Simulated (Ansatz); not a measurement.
**How many bands does the GW gap of Y4S3N2 (C2/m) need?**

Aim: see how the G0W0 gap of Y4S3N2 (C2/m) on PBE moves with empty bands and screening cutoff, and what each rung costs.

Calculated with Ansatz 0.2.0; G0W0 on PBE, plane waves, PAW; PAW set soft_1.

### 1. The starting structure

It takes space group C2/m (No. 12, monoclinic). The conventional cell has a = 12.924 Å, b = 3.831 Å, c = 9.850 Å, α = 90.00°, β = 128.38°, γ = 90.00°. Nearest to Y lie 3 N at 2.23 to 2.32 Å and 3 S at 2.88 to 2.92 Å. Y has 1 N at 2.14 Å and 5 S at 2.73 to 3.03 Å nearest. S has 6 Y at 2.80 to 2.88 Å nearest. Nearest to S lie 5 Y at 2.73 to 3.03 Å. Nearest to N lie 4 Y at 2.14 to 2.32 Å. Farther neighbours and most contacts between anions are not listed.

Structure file:

```cif
data_structure
_symmetry_space_group_name_H-M 'P 1'
_symmetry_Int_Tables_number 1
_cell_length_a 6.7402
_cell_length_b 6.7402
_cell_length_c 9.8499
_cell_angle_alpha 126.529
_cell_angle_beta 126.529
_cell_angle_gamma 33.021
_cell_volume 191.17
loop_
_atom_site_label
_atom_site_type_symbol
_atom_site_fract_x
_atom_site_fract_y
_atom_site_fract_z
_atom_site_occupancy
Y1 Y 0.76032 0.76032 0.64852 1
Y2 Y 0.23968 0.23968 0.35148 1
Y3 Y 0.43655 0.43655 0.14568 1
Y4 Y 0.56345 0.56345 0.85432 1
S5 S 0.00000 0.00000 0.00000 1
S6 S 0.17442 0.17442 0.78434 1
S7 S 0.82558 0.82558 0.21566 1
N8 N 0.64304 0.64304 0.36114 1
N9 N 0.35696 0.35696 0.63886 1
```

The cell and positions are those that the Materials Project relaxed with its own functionals (PBE, PBE+U or r2SCAN), kept fixed.

### 2. 172 empty bands, screening to 54 eV

G0W0 replaces the xc potential by the self-energy, built once from these orbitals. Only a window of levels is corrected, while the sums run over the empty bands that the input names. This step takes PAW set soft_1 files.

The input, input.yaml:

```yaml
crystal:
  lattice:
    - [6.4622478753, -1.9155154099, 0.0]
    - [6.4622478753, 1.9155154099, 0.0]
    - [-6.1150777327, 0.0, 7.7218549571]
  atoms:
    - { symbol: "Y", position: [0.76032434, 0.76032434, 0.64851811] }
    - { symbol: "Y", position: [0.23967566, 0.23967566, 0.35148189] }
    - { symbol: "Y", position: [0.43654668, 0.43654668, 0.14567864] }
    - { symbol: "Y", position: [0.56345332, 0.56345332, 0.85432136] }
    - { symbol: S, position: [0.0, 0.0, 0.0] }
    - { symbol: S, position: [0.17442465, 0.17442465, 0.78433872] }
    - { symbol: S, position: [0.82557535, 0.82557535, 0.21566128] }
    - { symbol: "N", position: [0.64303648, 0.64303648, 0.36114028] }
    - { symbol: "N", position: [0.35696352, 0.35696352, 0.63885972] }
kpoints:
  mp_grid: { grid: [4, 4, 2] }
hamiltonian:
  xc: pbe
  pseudopotentials: { kind: paw, azcp: { folder: soft_1 } }
scf:
  occupations: { method: fixed }
gw:
  n_empty_bands: 172
  ecut_chi: 54
  qp_bands: [v3, c3]
  qp_kpoints: band_edges
  screening: { model: contour_deformation }
```

The run is started by

```sh
$ ansatz run input.yaml --threads 2 --pin off --max-ram 92160MiB --backend cuda --events-out ev --progress --plain --runs-dir out --devices 1 --max-vram 13GiB
```

Numbers of over 12 decimals in the logs are rounded to 6 here.

Output:

```text
GPUs: using 1 of 1 available (devices: 1).
Engine: ansatz 0.2.0, x86_64-unknown-linux-gnu
Pseudopotentials: kind: paw
Pseudopotential: Y, paw, valence charge 11, recommended cutoff 420 eV (normal), soft_1/Y.paw.azcp
Pseudopotential: S, paw, valence charge 6, recommended cutoff 420 eV (normal), soft_1/S.paw.azcp
Pseudopotential: N, paw, valence charge 5, recommended cutoff 420 eV (normal), soft_1/N.paw.azcp
Functional definition: PBE
  parameter kappa = 0.804
  parameter beta = 0.066725
  exchange = pbe_x(kappa = kappa, mu = beta*pi^2/3)
  correlation = pbe_c(beta = beta)
device memory: the entry about to start is reckoned to put 3.0 GiB on a device that reports 34.3 GiB free (of which the cap on the GPU budget leaves the run 13.0 GiB)
GPU FFT provider: cuFFT
GPU libraries: cuBLAS 13.8.2, cuFFT 12.4.0, cuSOLVER 12.3.4
Crystal: 9 atoms, lattice volume = 191.171 Å³
Basis set: ecut = 420 eV, 3763 PW (Γ)
Bands: 45, of which v1, the nominal top of the filled ones, is band 36 counted from 1 (35 counted from 0)
Symmetry: 4 space group operations
Space group: C2/m (ITA 12), of the structure as read, at distance tolerance 5.8e-5 Å
k-points: 14 of 32
Non-local potential: Y, projectors of the file, l = 0: 3, l = 1: 2, l = 2: 2, l = 3: 1
Non-local potential: S, projectors of the file, l = 0: 2, l = 1: 2, l = 2: 1
Non-local potential: N, projectors of the file, l = 0: 2, l = 1: 2, l = 2: 1
PAW form: soft (Blöchl's): semilocal exchange-correlation on the pseudo side does not see the compensation charge
PAW one-centre angular grid: Y, 590 points (default); XC on 64 Gauss nodes
PAW one-centre angular grid: S, 110 points (default); XC on 64 Gauss nodes
PAW one-centre angular grid: N, 110 points (default); XC on 64 Gauss nodes
Initial density: superposition of atomic densities (chi_scale 0.1, normalization cell, long waves kept (reshape's long-wave potential 0.06 eV rms))
Initial wavefunctions: pseudopotential atomic-orbital guess
GPU buffer pool allocated for 165888 grid points (all kernels)
GPU transforms: local potential and band sums: pruned to the plane-wave sphere, on 45×45×72
Functional: x = pbe(κ = 0.804, μ = 0.219515), c = pbe(β = 0.066725)
SCF iter   1: F=—  HF=-18889.034466 eV  |F-HF|=—  |Δ(HF+E_count)|=         —  Δρ=5.36e-2  dr2=1.05e1  ethr=3.10e-3  ⟨swp⟩=5.0  Hψ=2255  notcnv=0  defer=85
preconditioner: auto → Resta (q_TF=auto, 2.319 Å⁻¹)  ε∞=4.9  [insulator: Δε(μ)=1.910 eV  Ē_g=8.558 eV  n_scr=44 (ndim 8)  ℏωp=17.0 eV  f_vac=0.000  ε∞_Penn≈4.9]
SCF iter   2: F=—  HF=-18887.029764 eV  |F-HF|=—  |Δ(HF+E_count)|=    2.00e0  Δρ=3.11e-2  dr2=1.67e0  ethr=3.10e-3  ⟨swp⟩=3.0  Hψ=1145  notcnv=0  defer=83
SCF iter   3: F=—  HF=-18886.757453 eV  |F-HF|=—  |Δ(HF+E_count)|=   2.72e-1  Δρ=1.36e-2  dr2=6.89e-1  ethr=2.32e-3  ⟨swp⟩=2.1  Hψ=923  notcnv=0  defer=94
SCF iter   4: F=—  HF=-18886.642526 eV  |F-HF|=—  |Δ(HF+E_count)|=   1.15e-1  Δρ=3.26e-3  dr2=2.66e-2  ethr=9.58e-4  ⟨swp⟩=3.9  Hψ=1137  notcnv=0  defer=98
SCF iter   5: F=—  HF=-18886.649601 eV  |F-HF|=—  |Δ(HF+E_count)|=   7.08e-3  Δρ=9.89e-4  dr2=4.19e-3  ethr=3.69e-5  ⟨swp⟩=2.1  Hψ=917  notcnv=0  defer=97
SCF iter   6: F=—  HF=-18886.652148 eV  |F-HF|=—  |Δ(HF+E_count)|=   2.55e-3  Δρ=2.68e-4  dr2=3.12e-4  ethr=5.82e-6  ⟨swp⟩=2.4  Hψ=883  notcnv=0  defer=98
SCF iter   7: F=—  HF=-18886.652550 eV  |F-HF|=—  |Δ(HF+E_count)|=   4.02e-4  Δρ=9.62e-5  dr2=3.23e-5  ethr=4.34e-7  ⟨swp⟩=2.0  Hψ=867  notcnv=0  defer=98
SCF iter   8: F=—  HF=-18886.652590 eV  |F-HF|=—  |Δ(HF+E_count)|=   3.98e-5  Δρ=2.28e-5  dr2=1.32e-6  ethr=4.48e-8  ⟨swp⟩=2.1  Hψ=900  notcnv=0  defer=96
SCF iter   9: F=—  HF=-18886.652592 eV  |F-HF|=—  |Δ(HF+E_count)|=   1.89e-6  Δρ=7.25e-6  dr2=1.82e-7  ethr=1.83e-9  ⟨swp⟩=2.9  Hψ=1253  notcnv=0  defer=96
SCF iter  10: F=-18886.652592 eV  HF=-18886.652592 eV  |F-HF|=9.43e-9  |Δ(HF+E_count)|=   1.05e-7  Δρ=2.08e-6  dr2=1.34e-8  ethr=1.39e-10  ⟨swp⟩=14.3  Hψ=2780  notcnv=0
SCF 1 converged in 10 iterations: F = -18886.652592 eV  dr2 = 1.34e-8
  greatest PAW one-centre occupation: 0.993 electrons in one spin orbital (limit 2), on the Y atom at site 1 (counted from 0), in its partial waves of l = 0
device memory: the entry about to start is reckoned to put 3.7 GiB (of the 3.7 GiB reckoned in all, the device holds 0.1 GiB already) on a device that reports 34.3 GiB free (of which the cap on the GPU budget leaves the run 13.0 GiB)
NSCF: frozen V_eff on 14 k-points
the band table was solved once the SCF had ended and its energy, with any forces and stress, was formed, with the checks that follow a solve (2600 applications of the Hamiltonian). They found nothing against the state; the energy, forces and stress were not computed again (output.eigenvalues in the input reference)
device memory: the entry about to start is reckoned to put 3.0 GiB on a device that reports 34.3 GiB free (of which the cap on the GPU budget leaves the run 13.0 GiB)
NSCF: frozen V_eff on 14 k-points
G₀W₀ screening: q 1/14
[... further progress lines ...]
device memory: the entry about to start is reckoned to put 1.3 GiB on a device that reports 25.8 GiB free (of which the cap on the GPU budget leaves the run 13.0 GiB)
NSCF: frozen V_eff on 1 k-points
device memory: the entry about to start is reckoned to put 1.3 GiB on a device that reports 25.8 GiB free (of which the cap on the GPU budget leaves the run 13.0 GiB)
NSCF: frozen V_eff on 1 k-points
device memory: the entry about to start is reckoned to put 1.3 GiB on a device that reports 25.8 GiB free (of which the cap on the GPU budget leaves the run 13.0 GiB)
NSCF: frozen V_eff on 1 k-points
SCF converged after 10 iterations
Free energy (F): -18886.652592 eV
Harris-Foulkes:  -18886.652592 eV  (|F-HF|=9.43e-9)
Internal energy: -18886.652592 eV  (E = F + TS)
E sigma→0 (E₀):  -18886.652592 eV
Fermi energy:    8.018904 eV
--- Per-component energies (eV) ---
  E_band       = -439.720583
  E_kinetic    = 1845.278133
  E_local      = -3572.828794  (includes V_loc(G=0)·N_el)
  E_nonlocal   = 276.623230
  E_hartree    = 1231.202168
  E_xc         = -1109.026315
  E_vxc        = -1232.202968  (∫ρ·V_xc dr)
  E_paw        = -13342.315186  (= ΣΔE_a)
  E_vpaw       = -218.995011  (= ΣTr[D̂ρ^β])
  E_aug_tail   = 0.001801  (compensation charges beyond the density's cutoff)
  E_ewald      = -4215.587630
  E_smearing   = -0.000000  (= −TS)
  E_closure    = 0.000000  (closes the sum)
  Σ components = -18886.652592   (vs F -18886.652592, Δ=0.00e0)
--- Band table (eV; the first three rows and the last of 14) ---
  k-point 0: bands = [... 32 lower, 6.7893, 7.1764, 7.3814, 7.8685, 9.8050, 10.7275, 11.1938, 11.4656, ... 5 higher]
  k-point 1: bands = [... 32 lower, 6.8577, 7.2538, 7.3109, 7.4444, 9.8545, 10.6396, 11.2803, 11.6065, ... 5 higher]
  k-point 2: bands = [... 32 lower, 6.9166, 7.2267, 7.2904, 7.5143, 10.8553, 11.2199, 11.4118, 11.7126, ... 5 higher]
  k-point 13: bands = [... 32 lower, 6.9358, 6.9749, 7.1607, 8.0189, 9.4882, 10.5241, 11.3590, 11.4298, ... 5 higher]
--- G₀W₀: contour deformation, 6 samples at zero and on the imaginary axis and 1 off it, 32 q-points, 172 empty bands' worth ---
  eigenvalues of the whole cell's RPA ε∞ on this k-mesh (on a slab, of 1 + 4πα/V) = 5.9494, 6.1492, 6.5884; static W/v taken at q = 0 is 0.159317
  gw.qp_kpoints: band_edges: 12 of 14 stored k-points solved, in 1 pass; an edge of the gap read off the rows below is read off those points alone
    valence top: of the k-points left out ik 10 came nearest to being solved in a further pass, in band 36 (counted from 1, as in the quasiparticle table): it holds the edge there only if its correction is more favourable than any solved in that band by at least 0.578 eV; those differ by 0.219 eV
    conduction bottom: of the k-points left out ik 8 came nearest to being solved in a further pass, in band 37 (counted from 1, as in the quasiparticle table): it holds the edge there only if its correction is more favourable than any solved in that band by at least 0.693 eV; those differ by 0.182 eV
    ik  band        ε_KS         Σx   Σc(E_QP)       V_xc       Z   E_QP_lin       E_QP  E_QP is
     0    34      7.1764   -18.2176     2.6303   -15.3399  0.7596     6.9280     6.9290  root
     0    35      7.3814   -19.0437     2.8342   -16.0982  0.7550     7.2698     7.2700  root
     0    36      7.8685   -20.2317     3.1767   -17.1393  0.7493     7.9527     7.9528  root
     0    37      9.8050    -7.5458    -4.0476   -12.3603  0.7896    10.5806    10.5718  root
     0    38     10.7275    -7.7764    -4.2797   -12.9291  0.7822    11.6134    11.6004  root
     0    39     11.1938    -6.6799    -3.8202   -10.9667  0.7971    11.6636    11.6604  root
     1    34      7.2538   -18.8973     2.7525   -15.9381  0.7601     7.0466     7.0472  root
     1    35      7.3109   -20.1729     3.4218   -16.7622  0.7406     7.3221     7.3221  root
     1    36      7.4444   -18.8427     2.7904   -15.9176  0.7544     7.3094     7.3097  root
     1    37      9.8545    -7.5587    -4.0911   -12.4298  0.7885    10.6438    10.6344  root
     1    38     10.6396    -7.5758    -4.2407   -12.6526  0.7846    11.4872    11.4755  root
     1    39     11.2803    -7.4242    -4.2781   -12.5455  0.7875    12.1357    12.1235  root
     2    34      7.2267   -18.8292     3.0651   -15.6471  0.7435     7.1094     7.1097  root
     2    35      7.2904   -19.4881     3.1432   -16.3079  0.7442     7.2533     7.2534  root
     2    36      7.5143   -19.5712     3.1156   -16.4396  0.7479     7.4983     7.4984  root
     2    37     10.8553    -7.9907    -4.2791   -13.1470  0.7804    11.7461    11.7324  root
     2    38     11.2199    -8.2500    -4.0737   -13.2279  0.7874    12.1374    12.1240  root
     2    39     11.4118    -7.2624    -4.2876   -12.3525  0.7854    12.2256    12.2142  root
     3    34      7.1443   -19.1570     3.1660   -15.9383  0.7397     7.0916     7.0916  root
     3    35      7.3144   -19.8767     3.2839   -16.5795  0.7429     7.3011     7.3011  root
     3    36      7.4519   -19.5685     3.1321   -16.4114  0.7465     7.4269     7.4269  root
     3    37     10.8336    -7.8643    -4.1185   -12.8114  0.7839    11.6737    11.6620  root
     3    38     11.0610    -7.4695    -4.3097   -12.6004  0.7842    11.8946    11.8821  root
     3    39     11.3897    -7.9137    -4.0331   -12.8029  0.7882    12.2578    12.2458  root
[...]
12    38     10.8896    -7.6985    -4.3372   -12.9052  0.7810    11.7725    11.7589  root
    12    39     11.4666    -7.1880    -4.0786   -12.0004  0.7900    12.2093    12.2004  root
    13    34      6.9749   -17.4056     2.6409   -14.5508  0.7498     6.7601     6.7610  root
    13    35      7.1607   -19.3644     3.1607   -16.1793  0.7420     7.1362     7.1362  root
    13    36      8.0189   -20.1330     3.0876   -17.1273  0.7519     8.1008     8.1010  root
    13    37      9.4882    -8.2694    -3.5586   -12.5436  0.7888    10.2103    10.2037  root
    13    38     10.5241    -6.9869    -3.9807   -11.6207  0.7910    11.1837    11.1772  root
    13    39     11.3590    -8.5898    -4.3089   -13.9614  0.7898    12.4405    12.4217  root
```

It took 31 s on 1 × NVIDIA H100 80GB HBM3 (shared by 6 runs) with 2 threads of AMD EPYC 7R13 (Zen 3), shared host; peak memory 1.3 GiB; 41 s of CPU time.

This step gave:

```
bands summed                                 : 208
RPA ε∞ on this mesh (eigenvalues)            : 5.949, 6.149, 6.588
plane waves in the screening matrix          : 165
q-points in the mesh                         : 32
G0W0 gap on the mesh                         : 2.051 eV
k of the valence top                         : -0.5, -0.5, -0.5
k of the conduction bottom                   : -0.5, -0.5, 0
starting gap on the mesh                     : 1.429 eV
Z at the valence top                         : 0.7519
Z at the conduction bottom                   : 0.7889
least direct G0W0 gap on the computed points : 2.103 eV
```

The gap on the mesh goes from 1.43 eV to 2.05 eV, a correction of +0.62 eV. Between the two edge states, bare exchange in place of the xc potential would open the gap by 7.25 eV, and correlation takes back 6.62 eV.

### 3. 487 empty bands, screening to 108 eV

Bands and screening cutoff are moved together, since each hides the error of the other.

input.yaml, as its differences from that of step 2:

```diff
@@ -23,4 +23,4 @@
 gw:
-  n_empty_bands: 172
-  ecut_chi: 54
+  n_empty_bands: 487
+  ecut_chi: 108
   qp_bands: [v3, c3]
```

Output:

```text
GPUs: using 1 of 1 available (devices: 1).
[...]
GPU FFT provider: cuFFT
GPU libraries: cuBLAS 13.8.2, cuFFT 12.4.0, cuSOLVER 12.3.4
Crystal: 9 atoms, lattice volume = 191.171 Å³
Basis set: ecut = 420 eV, 3763 PW (Γ)
Bands: 45, of which v1, the nominal top of the filled ones, is band 36 counted from 1 (35 counted from 0)
Symmetry: 4 space group operations
[...]
k-points: 14 of 32
[...]
GPU buffer pool allocated for 165888 grid points (all kernels)
[...]
SCF iter   1: F=—  HF=-18889.034466 eV  |F-HF|=—  |Δ(HF+E_count)|=         —  Δρ=5.36e-2  dr2=1.05e1  ethr=3.10e-3  ⟨swp⟩=5.0  Hψ=2255  notcnv=0  defer=85
[...]
SCF iter  10: F=-18886.652592 eV  HF=-18886.652592 eV  |F-HF|=9.43e-9  |Δ(HF+E_count)|=   1.05e-7  Δρ=2.08e-6  dr2=1.34e-8  ethr=1.39e-10  ⟨swp⟩=14.3  Hψ=2780  notcnv=0
SCF 1 converged in 10 iterations: F = -18886.652592 eV  dr2 = 1.34e-8
[...]
NSCF: frozen V_eff on 14 k-points
[...]
G₀W₀ screening: q 1/14
[... further progress lines ...]
[...]
SCF converged after 10 iterations
Free energy (F): -18886.652592 eV
[...]
Internal energy: -18886.652592 eV  (E = F + TS)
E sigma→0 (E₀):  -18886.652592 eV
Fermi energy:    8.018904 eV
[...]
--- Band table (eV; the first three rows and the last of 14) ---
  k-point 0: bands = [... 32 lower, 6.7893, 7.1764, 7.3814, 7.8685, 9.8050, 10.7275, 11.1938, 11.4656, ... 5 higher]
  k-point 1: bands = [... 32 lower, 6.8577, 7.2538, 7.3109, 7.4444, 9.8545, 10.6396, 11.2803, 11.6065, ... 5 higher]
  k-point 2: bands = [... 32 lower, 6.9166, 7.2267, 7.2904, 7.5143, 10.8553, 11.2199, 11.4118, 11.7126, ... 5 higher]
  k-point 13: bands = [... 32 lower, 6.9358, 6.9749, 7.1607, 8.0189, 9.4882, 10.5241, 11.3590, 11.4298, ... 5 higher]
[...]
0    34      7.1764   -18.2176     2.2701   -15.3399  0.7522     6.5625     6.5688  root
     0    35      7.3814   -19.0437     2.4506   -16.0982  0.7475     6.8823     6.8863  root
     0    36      7.8685   -20.2317     2.7651   -17.1393  0.7414     7.5394     7.5412  root
     0    37      9.8050    -7.5458    -4.3003   -12.3603  0.7866    10.3229    10.3192  root
     0    38     10.7275    -7.7764    -4.5533   -12.9291  0.7789    11.3327    11.3268  root
     0    39     11.1938    -6.6799    -4.0227   -10.9667  0.7937    11.4589    11.4579  root
     1    34      7.2538   -18.8973     2.3724   -15.9381  0.7528     6.6616     6.6671  root
     1    35      7.3109   -20.1729     3.0441   -16.7622  0.7334     6.9416     6.9443  root
[...]
13    36      8.0189   -20.1330     2.6724   -17.1273  0.7440     7.6840     7.6857  root
    13    37      9.4882    -8.2694    -3.8235   -12.5436  0.7851     9.9413     9.9389  root
    13    38     10.5241    -6.9869    -4.2167   -11.6207  0.7880    10.9438    10.9412  root
    13    39     11.3590    -8.5898    -4.6433   -13.9614  0.7859    12.0954    12.0873  root
```

Run time: 48 s. Hardware: 1 × NVIDIA H100 80GB HBM3 (shared by 6 runs) with 2 threads; peak memory 2.1 GiB; 73 s of CPU time.

Numbers from this step:

- bands summed: 523
- RPA ε∞ on this mesh (eigenvalues): 5.891, 6.083, 6.485
- plane waves in the screening matrix: 487
- q-points in the mesh: 32
- G0W0 gap on the mesh: 2.201 eV
- k of the valence top: -0.5, -0.5, -0.5
- k of the conduction bottom: -0.5, -0.5, 0
- starting gap on the mesh: 1.429 eV
- Z at the valence top: 0.7440
- Z at the conduction bottom: 0.7852
- least direct G0W0 gap on the computed points: 2.253 eV

Against the run with 4×4×2 mesh, 172 empty bands, screening to 54 eV, PAW set soft_1 files, the gap moves by +0.15 eV.

### 4. 1048 empty bands, screening to 180 eV

input.yaml, as its differences from that of step 3:

```diff
@@ -23,4 +23,4 @@
 gw:
-  n_empty_bands: 487
-  ecut_chi: 108
+  n_empty_bands: 1048
+  ecut_chi: 180.0
   qp_bands: [v3, c3]
```

Output:

```text
GPUs: using 1 of 1 available (devices: 1).
[...]
GPU FFT provider: cuFFT
GPU libraries: cuBLAS 13.8.2, cuFFT 12.4.0, cuSOLVER 12.3.4
Crystal: 9 atoms, lattice volume = 191.171 Å³
Basis set: ecut = 420 eV, 3763 PW (Γ)
Bands: 45, of which v1, the nominal top of the filled ones, is band 36 counted from 1 (35 counted from 0)
Symmetry: 4 space group operations
[...]
k-points: 14 of 32
[...]
1    35      7.3109   -20.1729     2.8195   -16.7622  0.7304     6.7124     6.7198  root
[...]
13    36      8.0189   -20.1330     2.4272   -17.1273  0.7409     7.4350     7.4405  root
    13    37      9.4882    -8.2694    -3.9546   -12.5436  0.7839     9.8089     9.8078  root
    13    38     10.5241    -6.9869    -4.3316   -11.6207  0.7871    10.8277    10.8263  root
    13    39     11.3590    -8.5898    -4.7871   -13.9614  0.7847    11.9486    11.9435  root
[key lines of the parts left out:]
SCF converged after 10 iterations
Free energy (F): -18886.652592 eV
Fermi energy:    8.018904 eV
```

Elapsed: 91 s, on 1 × NVIDIA H100 80GB HBM3 (shared by 6 runs) with 2 threads; peak memory 4.3 GiB.

Numbers from this step:

```yaml
bands_summed: 1084
rpa_eps_infinity_on_this_mesh_eigenvalues: 5.882, 6.078, 6.478
plane_waves_in_the_screening_matrix: 1059
g0w0_gap_on_the_mesh: 2.314 eV
k_of_the_valence_top: -0.5, -0.5, -0.5
k_of_the_conduction_bottom: -0.5, -0.5, 0
starting_gap_on_the_mesh: 1.429 eV
least_direct_g0w0_gap_on_the_computed_points: 2.367 eV
```

Against the run with 4×4×2 mesh, 487 empty bands, screening to 108 eV, PAW set soft_1 files, the gap moves by +0.11 eV.

(Continued in part 2 of 2.)

[Paths, hosts, dates, memory and timing lines, banners, echoed tables and standing remarks are left out of the program output.]

[Logs are printed without paths, hosts, clocks, repeated set-up lines and the standing remarks that a program may print on its own settings, such as how far it seeks lower states.]

[Runs of the session that timed out or met a known fault of the program may be left out.]

[Cells called generated may have been cut or substituted from an entry of the Crystallography Open Database or the Materials Project.]

[Hosts, paths, dates, database ids (printed as entryN), source tags and the programs' standing remarks are cut or masked in the printed files.]
